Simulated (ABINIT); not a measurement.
# GaP (F-43m): G0W0 in ABINIT against the bands in the self-energy

How does the gap of GaP (F-43m) converge in the bands in the self-energy?

Method: PBE and many-body steps on it, plane waves, in ABINIT 10.8.3.

Report form: the programs' logs are mostly left out.

## 1. The structure

Symmetry: F-43m, No. 216, cubic system. Conventional cell: a = 5.450 Å, b = 5.450 Å, c = 5.450 Å, α = 90.00°, β = 90.00°, γ = 90.00°. Nearest to Ga lie 4 P at 2.36 Å. P has 4 Ga at 2.36 Å nearest. Farther neighbours are not listed.

The cell and positions come from the Crystallography Open Database and are kept as given unless a step says otherwise.

## 2. Screening, 4×4×4 mesh, 268 bands, screening to 272.1 eV

This step: ABINIT 10.8.3; RPA screening on PBE, plane waves, norm-conserving pseudopotentials.

The RPA dielectric matrix is built and inverted for each q.

The input, run.abi:

```
acell 3*1.0 Angstrom
rprim 
  0.000000000000 2.725250000000 2.725250000000
  2.725250000000 0.000000000000 2.725250000000
  2.725250000000 2.725250000000 0.000000000000
ntypat 2
znucl 31 15
natom 2
typat 1 2
xred 
  0.000000000000 0.000000000000 0.000000000000
  0.250000000000 0.250000000000 0.250000000000
pp_dirpath "pseudos"
pseudos "Ga.upf, P.upf"
ecut 36
ngkpt 4 4 4
nshiftk 1
shiftk 0 0 0
kptopt 1
chksymbreak 0
istwfk *1
occopt 1
irdwfk 1
optdriver 3
nband 268
ecuteps 10
inclvkb 2
awtr 1
symchi 1
indata_prefix "in"
outdata_prefix "out"
tmpdata_prefix "tmp"
```

Run with:

```sh
> OMP_NUM_THREADS=1 mpirun -n 8 abinit run.abi > log
```

It took 36 s on 8 MPI ranks of Intel Xeon Platinum 8488C (Sapphire Rapids), shared host; peak memory 2 GiB; 4.8 min of CPU time.

Numbers from this step:

```
ε∞ with local fields, on this mesh, along the program's q direction : 18.10
the same without local fields                                       : 19.63
plasma frequency                                                    : 24.76 eV
plane waves in the screening matrix                                 : 411
```

Local fields lower ε∞ by 8 %. On a Γ-centred mesh this coarse the value itself is usually too large, while a short band sum pulls it down.

## 3. 17 bands

This step: G0W0 on PBE, plane waves, norm-conserving pseudopotentials.

Edit run.abi of step 2 so:

```diff
@@ -23,8 +23,17 @@
 irdwfk 1
-optdriver 3
-nband 268
+optdriver 4
+nband 17
+gwcalctyp 0
+ecutsigx 36
+symsigma 1
+nkptgw 2
+kptgw 
+  0.0000000000 0.0000000000 0.0000000000
+  0.5000000000 0.5000000000 0.0000000000
+bdgw 
+  7 13
+  8 11
 ecuteps 10
-inclvkb 2
-awtr 1
-symchi 1
+irdscr 1
+ppmodel 1
 indata_prefix "in"
```

Wall time 4.7 s (8 MPI ranks); peak memory 1.6 GiB; 36 s of CPU time.

This step gave:

- G0W0 gap on the points computed: 1.881 eV
- starting gap on the mesh: 1.653 eV
- k of the valence top: 0, 0, 0
- k of the conduction bottom: 0.5, 0.5, 0
- Z at the valence top: 0.797
- Z at the conduction bottom: 0.821
- least direct G0W0 gap on the computed points: 2.41 eV

## 4. 32 bands

Edit run.abi of step 3 so:

```diff
@@ -24,3 +24,3 @@
 optdriver 4
-nband 17
+nband 32
 gwcalctyp 0
```

Elapsed: 5.5 s, on 8 MPI ranks; peak memory 1.6 GiB.

Numbers from this step:

```
G0W0 gap on the points computed              : 1.999 eV
starting gap on the mesh                     : 1.653 eV
k of the valence top                         : 0, 0, 0
k of the conduction bottom                   : 0.5, 0.5, 0
Z at the valence top                         : 0.785
Z at the conduction bottom                   : 0.81
least direct G0W0 gap on the computed points : 2.357 eV
```

## 5. 74 bands

The self-energy is evaluated for the states that the input lists, and the levels follow from it, in one-shot runs by the linearised quasiparticle equation.

Edit run.abi of step 4 so:

```diff
@@ -24,3 +24,3 @@
 optdriver 4
-nband 32
+nband 74
 gwcalctyp 0
```

The job ended after 9.4 s (8 MPI ranks; peak memory 1.7 GiB).

Numbers from this step:

```yaml
g0w0_gap_on_the_points_computed: 2.114 eV
starting_gap_on_the_mesh: 1.653 eV
k_of_the_valence_top: 0, 0, 0
k_of_the_conduction_bottom: 0.5, 0.5, 0
least_direct_g0w0_gap_on_the_computed_points: 2.324 eV
```

The gap on the mesh goes from 1.65 eV to 2.11 eV, a correction of +0.46 eV.

## 6. 161 bands

Edit run.abi of step 5 so:

```diff
@@ -24,3 +24,3 @@
 optdriver 4
-nband 74
+nband 161
 gwcalctyp 0
```

Wall time 17 s (8 MPI ranks); peak memory 2 GiB; 2.2 min of CPU time.

This step gave:

- G0W0 gap on the points computed: 2.176 eV
- starting gap on the mesh: 1.653 eV
- k of the valence top: 0, 0, 0
- k of the conduction bottom: 0.5, 0.5, 0
- least direct G0W0 gap on the computed points: 2.325 eV

Against the run before, the gap moves by +0.062 eV.

## 7. 268 bands

Edit run.abi of step 6 so:

```diff
@@ -24,3 +24,3 @@
 optdriver 4
-nband 161
+nband 268
 gwcalctyp 0
```

Wall time 26 s (8 MPI ranks); peak memory 2.4 GiB; 3.4 min of CPU time.

Numbers from this step:

| Item | Value |
| --- | --- |
| G0W0 gap on the points computed | 2.194 eV |
| starting gap on the mesh | 1.653 eV |
| k of the valence top | 0, 0, 0 |
| k of the conduction bottom | 0.5, 0.5, 0 |
| least direct G0W0 gap on the computed points | 2.330 eV |

Against the run before, the gap moves by +0.018 eV.

## 8. The runs together

Times are wall times on 8 MPI ranks of Intel Xeon Platinum 8488C (Sapphire Rapids), shared host, good to a factor of about two. A run's time includes the screening step that it read.

```
      run   mesh  bands  screening cutoff (eV)  DFT gap (eV)  gap on the mesh (eV)  direct (eV)  ε∞ used  time
 17 bands  4×4×4     17                  272.1         1.653                 1.881        2.410    18.10  41 s
 32 bands  4×4×4     32                  272.1         1.653                 1.999        2.357    18.10  41 s
 74 bands  4×4×4     74                  272.1         1.653                 2.114        2.324    18.10  45 s
161 bands  4×4×4    161                  272.1         1.653                 2.176        2.325    18.10  53 s
268 bands  4×4×4    268                  272.1         1.653                 2.194        2.330    18.10  62 s
```

## 9. Results

| Quantity | Value |
| --- | --- |
| 17 bands | 1.881 eV |
| 32 bands | 1.999 eV |
| 74 bands | 2.114 eV |
| 161 bands | 2.176 eV |
| 268 bands | 2.194 eV |
| known limits | not at the basis limit; exchange with frozen shells missing; no spin-orbit coupling; coarse k mesh |

What this shows: The setting moved: bands in the self-energy. From 17 bands to 268 bands the gap moves by +0.31 eV. The last step still moves it by +0.018 eV. Bands and screening cutoff are coupled, so a series along one setting does not show full convergence. Bands and cutoff are finite, so the gap is not at the basis limit. The miss can reach some tenths of an eV and take either sign; the mesh is an error of its own. In the G0W0 runs levels were corrected at 2 k points alone, so a gap called «on the mesh» is the least over those, and an edge elsewhere would be missed. The 4×4×4 mesh is coarse for this cell, which bears on the long-range parts of exchange and screening. The norm-conserving file of at least one element keeps a d shell over frozen s and p shells of the same row. Exchange with those shells is missing from the self-energy, an error of 0.3 to 0.9 eV in cases checked, whose sign depends on which edge lies on those atoms. The many-body steps are scalar-relativistic: spin-orbit coupling is not in them.

[Paths, hosts, dates, memory and timing lines, banners, echoed tables and standing remarks are left out of the program output.]

[Logs are printed without paths, hosts, clocks, repeated set-up lines and the standing remarks that a program may print on its own settings, such as how far it seeks lower states.]

[Runs of the session that timed out or met a known fault of the program may be left out.]

[Hosts, paths, dates, database ids (printed as entryN), source tags and the programs' standing remarks are cut or masked in the printed files.]

[G0W0 gaps are taken among the corrected bands and points alone; a level outside them can change the order at an edge.]

[Where Ansatz stands beside ABINIT at settings called matched, ABINIT's density can come from a denser mesh and the files from another edition; pairs whose starting gaps differed by over 0.03 eV were left out, so agreement reads better than it is.]
